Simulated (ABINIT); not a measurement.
# A GW run on SrTiO3 (I4/mcm) in ABINIT, with inputs changed

A base run on SrTiO3 (I4/mcm), then changed inputs.

Calculated with ABINIT 10.8.3; PBE and many-body steps on it, plane waves.

### 1. Set-up

Symmetry: I4/mcm, No. 140, tetragonal system. Conventional cell: a = 5.511 Å, b = 5.511 Å, c = 7.796 Å, α = 90.00°, β = 90.00°, γ = 90.00°. Nearest to Sr lie 12 O at 2.73 to 2.78 Å. Nearest to Ti lie 6 O at 1.95 Å. Nearest to O lie 2 Ti at 1.95 Å and 4 Sr at 2.76 Å. O has 2 Ti at 1.95 Å and 4 Sr at 2.73 to 2.78 Å nearest. Farther neighbours and most contacts between anions are not listed.

The cell and positions come from the Crystallography Open Database and are kept as given unless a step says otherwise.

### 2. Screening, 4×4×4 mesh, 113 bands, screening to 108.8 eV

This step: ABINIT 10.8.3; RPA screening on PBE, plane waves, norm-conserving pseudopotentials.

The RPA dielectric matrix is built and inverted for each q.

File run.abi:

```
acell 3*1.0 Angstrom
rprim 
  -2.755500000000 2.755500000000 3.898000000000
  2.755500000000 -2.755500000000 3.898000000000
  2.755500000000 2.755500000000 -3.898000000000
ntypat 3
znucl 38 22 8
natom 10
typat 1 1 2 2 3 3 3 3 3 3
xred 
  0.750000000000 0.250000000000 0.500000000000
  0.250000000000 0.750000000000 0.500000000000
  0.000000000000 0.000000000000 0.000000000000
  0.500000000000 0.500000000000 0.000000000000
  0.250000000000 0.250000000000 0.000000000000
  0.750000000000 0.750000000000 0.000000000000
  0.745100000000 0.245100000000 0.990200000000
  0.245100000000 0.254900000000 0.500000000000
  0.254900000000 0.754900000000 0.009800000000
  0.754900000000 0.745100000000 0.500000000000
pp_dirpath "pseudos"
pseudos "Sr.upf, Ti.upf, O.upf"
ecut 38
ngkpt 4 4 4
nshiftk 1
shiftk 0 0 0
kptopt 1
chksymbreak 0
istwfk *1
occopt 1
irdwfk 1
optdriver 3
nband 113
ecuteps 4
inclvkb 2
awtr 1
symchi 1
indata_prefix "in"
outdata_prefix "out"
tmpdata_prefix "tmp"
```

On the command line:

```sh
OMP_NUM_THREADS=1 mpirun -n 16 abinit run.abi > log
```

Output:

```text
.Version 10.8.3 of ABINIT. v10.8.2 released Aug 2026.

 Symmetries : space group I4/m c m (#140); Bravais tI (body-center tetrag.)
[... echo of the input left out ...]
== DATASET  1 ==================================================================
-   mpi_nproc: 16, omp_nthreads: 1 (-1 if OMP is not activated)

--- !DatasetInfo
iteration_state: {dtset: 1, }
dimensions: {natom: 10, nkpt: 13, mband: 113, nsppol: 1, nspinor: 1, nspden: 1, mpw: 8964, }
cutoff_energies: {ecut:  38.0, pawecutdg:  -1.0, }
electrons: {nelect:   8.00000000E+01, charge:   0.00000000E+00, occopt:   1.00000000E+00, tsmear:   1.00000000E-02, }

 SCREENING: Calculation of the susceptibility and dielectric matrices

 Based on a program developped by R.W. Godby, V. Olevano, G. Onida, and L. Reining.
 Incorporated in ABINIT by V. Olevano, G.-M. Rignanese, and M. Torrent.
.Using double precision arithmetic ; gwpc =  8

[... cell and pseudopotentials left out ...]
--------------------------------------------------------------------------------

 ==== K-mesh for the wavefunctions ====
 Number of points in the irreducible wedge :    13
[... list of points left out ...]
 Together with 16 symmetry operations and time-reversal symmetry
 yields    64 points in the full Brillouin Zone.

 ==== Q-mesh for the screening function ====
 Number of points in the irreducible wedge :    13
[... list of points left out ...]
 Together with 16 symmetry operations and time-reversal symmetry
 yields    64 points in the full Brillouin Zone.

 setmesh: FFT mesh size selected  =    60x   60x   60
          total number of points  =       216000

 vcoul_init : cutoff-mode = AUXILIARY_FUNCTION
 q-points for optical limit:   1
     1)      0.000010    0.000020    0.000030

- screening: taking advantage of time-reversal symmetry
- Maximum band index for partially occupied states nbvw = 40
- Remaining bands to be divided among processors   nbcw = 73
- Number of bands treated by each node ~4

 Number of electrons calculated from density =   80.0000; Expected =   80.0000
 average of density, n =  0.100136
 r_s =    1.3359
 omega_plasma =   30.5247 [eV]

 calculating chi0 at frequencies [eV] :
  1    0.000000E+00    0.000000E+00
  2    0.000000E+00    3.052467E+01

--------------------------------------------------------------------------------
  q-point number  1        q = ( 0.000000, 0.000000, 0.000000) [r.l.u.]
--------------------------------------------------------------------------------
[... chi0 elements left out ...]
 For q-point:  0.000010 0.000020 0.000030
  dielectric constant =   6.0847
  dielectric constant without local fields =   6.3639

  Average fulfillment of the sum rule on Im[epsilon] for q-point    1 :     41.25  [%]
[... wings left out ...]
  q-point number  2        q = ( 0.250000, 0.000000, 0.000000) [r.l.u.]
--------------------------------------------------------------------------------
[... chi0 elements left out ...]
  Average fulfillment of the sum rule on Im[epsilon] for q-point    2 :     55.14  [%]

 [... 11 further q-points ...]
```

Elapsed: 9.5 min, on 16 MPI ranks of Arm Neoverse V1, shared host; peak memory 34 GiB; 2.5 h of CPU time.

Numbers from this step:

| Item | Value |
| --- | --- |
| ε∞ with local fields, on this mesh, along the program's q direction | 6.085 |
| the same without local fields | 6.364 |
| plasma frequency | 30.52 eV |
| plane waves in the screening matrix | 307 |

Local fields lower ε∞ by 4 %.

### 3. Base

The self-energy is evaluated for the states that the input lists, and the levels follow from it, in one-shot runs by the linearised quasiparticle equation.

This step: G0W0 on PBE, plane waves, norm-conserving pseudopotentials.

run.abi: that of step 2 with these lines changed.

```diff
@@ -31,8 +31,15 @@
 irdwfk 1
-optdriver 3
+optdriver 4
 nband 113
+gwcalctyp 0
+ecutsigx 38
+symsigma 1
+nkptgw 1
+kptgw 
+  0.0000000000 0.0000000000 0.0000000000
+bdgw 
+  39 43
 ecuteps 4
-inclvkb 2
-awtr 1
-symchi 1
+irdscr 1
+ppmodel 1
 indata_prefix "in"
```

Output:

```text
.Version 10.8.3 of ABINIT. v10.8.2 released Aug 2026.

 Symmetries : space group I4/m c m (#140); Bravais tI (body-center tetrag.)
[... echo of the input left out ...]
== DATASET  1 ==================================================================
-   mpi_nproc: 16, omp_nthreads: 1 (-1 if OMP is not activated)

--- !DatasetInfo
iteration_state: {dtset: 1, }
dimensions: {natom: 10, nkpt: 13, mband: 113, nsppol: 1, nspinor: 1, nspden: 1, mpw: 8964, }
cutoff_energies: {ecut:  38.0, pawecutdg:  -1.0, }
electrons: {nelect:   8.00000000E+01, charge:   0.00000000E+00, occopt:   1.00000000E+00, tsmear:   1.00000000E-02, }

 SIGMA: Calculation of the GW corrections

 Based on a program developped by R.W. Godby, V. Olevano, G. Onida, and L. Reining.
 Incorporated in ABINIT by V. Olevano, G.-M. Rignanese, and M. Torrent.
.Using double precision arithmetic ; gwpc =  8

[... cell and pseudopotentials left out ...]
--------------------------------------------------------------------------------

 ==== K-mesh for the wavefunctions ====
 Number of points in the irreducible wedge :    13
[... list of points left out ...]
 Together with 16 symmetry operations and time-reversal symmetry
 yields    64 points in the full Brillouin Zone.

 ==== Q-mesh for screening function ====
 Number of points in the irreducible wedge :    13
[... list of points left out ...]
 Together with 16 symmetry operations and time-reversal symmetry
 yields    64 points in the full Brillouin Zone.

 vcoul_init : cutoff-mode = AUXILIARY_FUNCTION
 q-points for optical limit:   1
     1)      0.000010    0.000020    0.000030
 setmesh: FFT mesh size selected  =    72x   72x   72
          total number of points  =       373248

 Number of electrons calculated from density =   80.0000; Expected =   80.0000
 average of density, n =  0.100136
 r_s =    1.3359
 omega_plasma =   30.5247 [eV]

 === KS Band Gaps ===
  >>>> For spin  1
   Minimum direct gap =   1.9248 [eV], located at k-point      :   0.0000  0.0000  0.0000
   Fundamental gap    =   1.9248 [eV], Top of valence bands at :   0.0000  0.0000  0.0000
                                       Bottom of conduction at :   0.0000  0.0000  0.0000
 SIGMA fundamental parameters:
 PLASMON POLE MODEL  1
 number of plane-waves for SigmaX                 8873
 number of plane-waves for SigmaC and W            307
 number of plane-waves for wavefunctions          8873
 number of bands                                   113
 number of independent spin polarizations            1
 number of spinorial components                      1
 number of k-points in IBZ                          13
 number of q-points in IBZ                          13
 number of symmetry operations                      16
 number of k-points in BZ                           64
 number of q-points in BZ                           64
 number of frequencies for dSigma/dE                 9
 frequency step for dSigma/dE [eV]                0.25
 number of omega for Sigma on real axis              0
 max omega for Sigma on real axis  [eV]           0.00
 zcut for avoiding poles [eV]                     0.10

 EPSILON^-1 parameters (SCR file):
 dimension of the eps^-1 matrix on file            307
 dimension of the eps^-1 matrix used               307
 number of plane-waves for wavefunctions          8873
 number of bands                                   113
 number of q-points in IBZ                          13
 number of frequencies                               2
 number of real frequencies                          1
 number of imag frequencies                          1

 matrix elements of self-energy operator (all in [eV])

 Perturbative Calculation

--- !SelfEnergy_ee
iteration_state: {dtset: 1, }
kpoint     : [   0.000,    0.000,    0.000, ]
spin       : 1
KS_gap     :    1.925
QP_gap     :    3.583
Delta_QP_KS:    1.658
data: !SigmaeeData |
     Band     E0 <VxcDFT>   SigX SigC(E0)      Z dSigC/dE  Sig(E)    E-E0       E
       39   6.988 -20.200 -25.163   5.374   0.767  -0.304 -19.885   0.315   7.303
       40   6.988 -20.200 -25.163   5.374   0.767  -0.304 -19.885   0.315   7.303
       41   8.913 -18.885 -11.498  -4.867   0.783  -0.278 -16.912   1.973  10.886
       42   8.913 -18.885 -11.498  -4.867   0.783  -0.278 -16.912   1.973  10.886
       43   8.914 -18.886 -11.498  -4.867   0.783  -0.278 -16.912   1.973  10.887

== END DATASET(S) ==============================================================
================================================================================

 -outvars: echo values of variables after computation  --------
           etotal      0.0000000000E+00
            nband         113
             nkpt          13
          spgroup         140
 [... the other variables as echoed above ...]

 Calculation completed.
```

Run time: 10 s. Hardware: 16 MPI ranks; peak memory 8.4 GiB.

This step gave:

| Item | Value |
| --- | --- |
| G0W0 gap on the points computed | 3.583 eV |
| starting gap on the mesh | 1.925 eV |
| k of the valence top | 0, 0, 0 |
| k of the conduction bottom | 0, 0, 0 |
| Z at the valence top | 0.767 |
| Z at the conduction bottom | 0.783 |
| least direct G0W0 gap on the computed points | 3.583 eV |

The gap on the mesh goes from 1.92 eV to 3.58 eV, a correction of +1.66 eV.

### 4. Fewer bands in the self-energy

run.abi: that of step 3 with these lines changed.

```diff
@@ -32,3 +32,3 @@
 optdriver 4
-nband 113
+nband 46
 gwcalctyp 0
```

Output:

```text
.Version 10.8.3 of ABINIT. v10.8.2 released Aug 2026.

 Symmetries : space group I4/m c m (#140); Bravais tI (body-center tetrag.)
[... echo of the input left out ...]
== DATASET  1 ==================================================================
-   mpi_nproc: 16, omp_nthreads: 1 (-1 if OMP is not activated)

--- !DatasetInfo
iteration_state: {dtset: 1, }
dimensions: {natom: 10, nkpt: 13, mband: 46, nsppol: 1, nspinor: 1, nspden: 1, mpw: 8964, }
cutoff_energies: {ecut:  38.0, pawecutdg:  -1.0, }
electrons: {nelect:   8.00000000E+01, charge:   0.00000000E+00, occopt:   1.00000000E+00, tsmear:   1.00000000E-02, }

 SIGMA: Calculation of the GW corrections

 Based on a program developped by R.W. Godby, V. Olevano, G. Onida, and L. Reining.
 Incorporated in ABINIT by V. Olevano, G.-M. Rignanese, and M. Torrent.
.Using double precision arithmetic ; gwpc =  8

[... cell and pseudopotentials left out ...]
--------------------------------------------------------------------------------

 ==== K-mesh for the wavefunctions ====
 Number of points in the irreducible wedge :    13
[... list of points left out ...]
 Together with 16 symmetry operations and time-reversal symmetry
 yields    64 points in the full Brillouin Zone.

 ==== Q-mesh for screening function ====
 Number of points in the irreducible wedge :    13
[... list of points left out ...]
 Together with 16 symmetry operations and time-reversal symmetry
 yields    64 points in the full Brillouin Zone.

 vcoul_init : cutoff-mode = AUXILIARY_FUNCTION
 q-points for optical limit:   1
     1)      0.000010    0.000020    0.000030
 setmesh: FFT mesh size selected  =    72x   72x   72
          total number of points  =       373248

 Number of electrons calculated from density =   80.0000; Expected =   80.0000
[...]
number of q-points in IBZ                          13
 number of symmetry operations                      16
 number of k-points in BZ                           64
 number of q-points in BZ                           64
 number of frequencies for dSigma/dE                 9
 frequency step for dSigma/dE [eV]                0.25
 number of omega for Sigma on real axis              0
 max omega for Sigma on real axis  [eV]           0.00
 zcut for avoiding poles [eV]                     0.10

 EPSILON^-1 parameters (SCR file):
 dimension of the eps^-1 matrix on file            307
 dimension of the eps^-1 matrix used               307
 number of plane-waves for wavefunctions          8873
 number of bands                                   113
 number of q-points in IBZ                          13
 number of frequencies                               2
 number of real frequencies                          1
 number of imag frequencies                          1

 matrix elements of self-energy operator (all in [eV])

 Perturbative Calculation

--- !SelfEnergy_ee
iteration_state: {dtset: 1, }
kpoint     : [   0.000,    0.000,    0.000, ]
spin       : 1
KS_gap     :    1.925
QP_gap     :    3.342
Delta_QP_KS:    1.417
data: !SigmaeeData |
     Band     E0 <VxcDFT>   SigX SigC(E0)      Z dSigC/dE  Sig(E)    E-E0       E
       39   6.988 -20.200 -25.163   6.490   0.783  -0.277 -19.004   1.196   8.184
       40   6.988 -20.200 -25.163   6.490   0.783  -0.277 -19.004   1.196   8.184
       41   8.913 -18.885 -11.498  -4.099   0.794  -0.259 -16.273   2.612  11.525
       42   8.913 -18.885 -11.498  -4.099   0.794  -0.259 -16.273   2.612  11.525
       43   8.914 -18.886 -11.498  -4.099   0.794  -0.259 -16.273   2.613  11.527

== END DATASET(S) ==============================================================
================================================================================

 -outvars: echo values of variables after computation  --------
           etotal      0.0000000000E+00
            nband          46
             nkpt          13
          spgroup         140
 [... the other variables as echoed above ...]

 Calculation completed.
```

Run time: 7.9 s. Hardware: 16 MPI ranks; peak memory 6.2 GiB.

Numbers from this step:

| Quantity | Value |
| --- | --- |
| G0W0 gap on the points computed | 3.341 eV |
| starting gap on the mesh | 1.925 eV |
| k of the valence top | 0, 0, 0 |
| k of the conduction bottom | 0, 0, 0 |
| Z at the valence top | 0.783 |
| Z at the conduction bottom | 0.794 |
| least direct G0W0 gap on the computed points | 3.341 eV |

### 5. Smaller part of the screening matrix

run.abi: that of step 4 with these lines changed.

```diff
@@ -32,3 +32,3 @@
 optdriver 4
-nband 46
+nband 113
 gwcalctyp 0
@@ -41,3 +41,3 @@
   39 43
-ecuteps 4
+ecuteps 1
 irdscr 1
```

Output:

```text
.Version 10.8.3 of ABINIT. v10.8.2 released Aug 2026.

 Symmetries : space group I4/m c m (#140); Bravais tI (body-center tetrag.)
[... echo of the input left out ...]
== DATASET  1 ==================================================================
-   mpi_nproc: 16, omp_nthreads: 1 (-1 if OMP is not activated)

--- !DatasetInfo
iteration_state: {dtset: 1, }
dimensions: {natom: 10, nkpt: 13, mband: 113, nsppol: 1, nspinor: 1, nspden: 1, mpw: 8964, }
cutoff_energies: {ecut:  38.0, pawecutdg:  -1.0, }
electrons: {nelect:   8.00000000E+01, charge:   0.00000000E+00, occopt:   1.00000000E+00, tsmear:   1.00000000E-02, }

 SIGMA: Calculation of the GW corrections

 Based on a program developped by R.W. Godby, V. Olevano, G. Onida, and L. Reining.
 Incorporated in ABINIT by V. Olevano, G.-M. Rignanese, and M. Torrent.
.Using double precision arithmetic ; gwpc =  8

[... cell and pseudopotentials left out ...]
--------------------------------------------------------------------------------

 ==== K-mesh for the wavefunctions ====
 Number of points in the irreducible wedge :    13
[... list of points left out ...]
 Together with 16 symmetry operations and time-reversal symmetry
 yields    64 points in the full Brillouin Zone.

 ==== Q-mesh for screening function ====
 Number of points in the irreducible wedge :    13
[... list of points left out ...]
 Together with 16 symmetry operations and time-reversal symmetry
 yields    64 points in the full Brillouin Zone.

 vcoul_init : cutoff-mode = AUXILIARY_FUNCTION
 q-points for optical limit:   1
     1)      0.000010    0.000020    0.000030
 setmesh: FFT mesh size selected  =    72x   72x   72
          total number of points  =       373248

 Number of electrons calculated from density =   80.0000; Expected =   80.0000
[...]
number of q-points in IBZ                          13
 number of symmetry operations                      16
 number of k-points in BZ                           64
 number of q-points in BZ                           64
 number of frequencies for dSigma/dE                 9
 frequency step for dSigma/dE [eV]                0.25
 number of omega for Sigma on real axis              0
 max omega for Sigma on real axis  [eV]           0.00
 zcut for avoiding poles [eV]                     0.10

 EPSILON^-1 parameters (SCR file):
 dimension of the eps^-1 matrix on file            307
 dimension of the eps^-1 matrix used                27
 number of plane-waves for wavefunctions          8873
 number of bands                                   113
 number of q-points in IBZ                          13
 number of frequencies                               2
 number of real frequencies                          1
 number of imag frequencies                          1

 matrix elements of self-energy operator (all in [eV])

 Perturbative Calculation

--- !SelfEnergy_ee
iteration_state: {dtset: 1, }
kpoint     : [   0.000,    0.000,    0.000, ]
spin       : 1
KS_gap     :    1.925
QP_gap     :    5.505
Delta_QP_KS:    3.580
data: !SigmaeeData |
     Band     E0 <VxcDFT>   SigX SigC(E0)      Z dSigC/dE  Sig(E)    E-E0       E
       39   6.988 -20.200 -25.163   3.962   0.831  -0.204 -21.032  -0.832   6.156
       40   6.988 -20.200 -25.163   3.962   0.831  -0.204 -21.032  -0.832   6.156
       41   8.913 -18.885 -11.498  -4.047   0.823  -0.215 -16.137   2.748  11.661
       42   8.913 -18.885 -11.498  -4.047   0.823  -0.215 -16.137   2.748  11.661
       43   8.914 -18.886 -11.498  -4.047   0.823  -0.215 -16.137   2.749  11.662

== END DATASET(S) ==============================================================
================================================================================

 -outvars: echo values of variables after computation  --------
           etotal      0.0000000000E+00
            nband         113
             nkpt          13
          spgroup         140
 [... the other variables as echoed above ...]

 Calculation completed.
```

Elapsed: 8.5 s, on 16 MPI ranks; peak memory 3.4 GiB; 2.2 min of CPU time.

Numbers from this step:

- G0W0 gap on the points computed: 5.505 eV
- starting gap on the mesh: 1.925 eV
- k of the valence top: 0, 0, 0
- k of the conduction bottom: 0, 0, 0
- Z at the valence top: 0.831
- Z at the conduction bottom: 0.823
- least direct G0W0 gap on the computed points: 5.505 eV

[end of part 1 of 2]

[Paths, hosts, dates, memory and timing lines, banners, echoed tables and standing remarks are left out of the program output.]

[Logs are printed without paths, hosts, clocks, repeated set-up lines and the standing remarks that a program may print on its own settings, such as how far it seeks lower states.]

[Runs of the session that timed out or met a known fault of the program may be left out.]

[Hosts, paths, dates, database ids (printed as entryN), source tags and the programs' standing remarks are cut or masked in the printed files.]

[G0W0 gaps are taken among the corrected bands and points alone; a level outside them can change the order at an edge.]

[Where Ansatz stands beside ABINIT at settings called matched, ABINIT's density can come from a denser mesh and the files from another edition; pairs whose starting gaps differed by over 0.03 eV were left out, so agreement reads better than it is.]
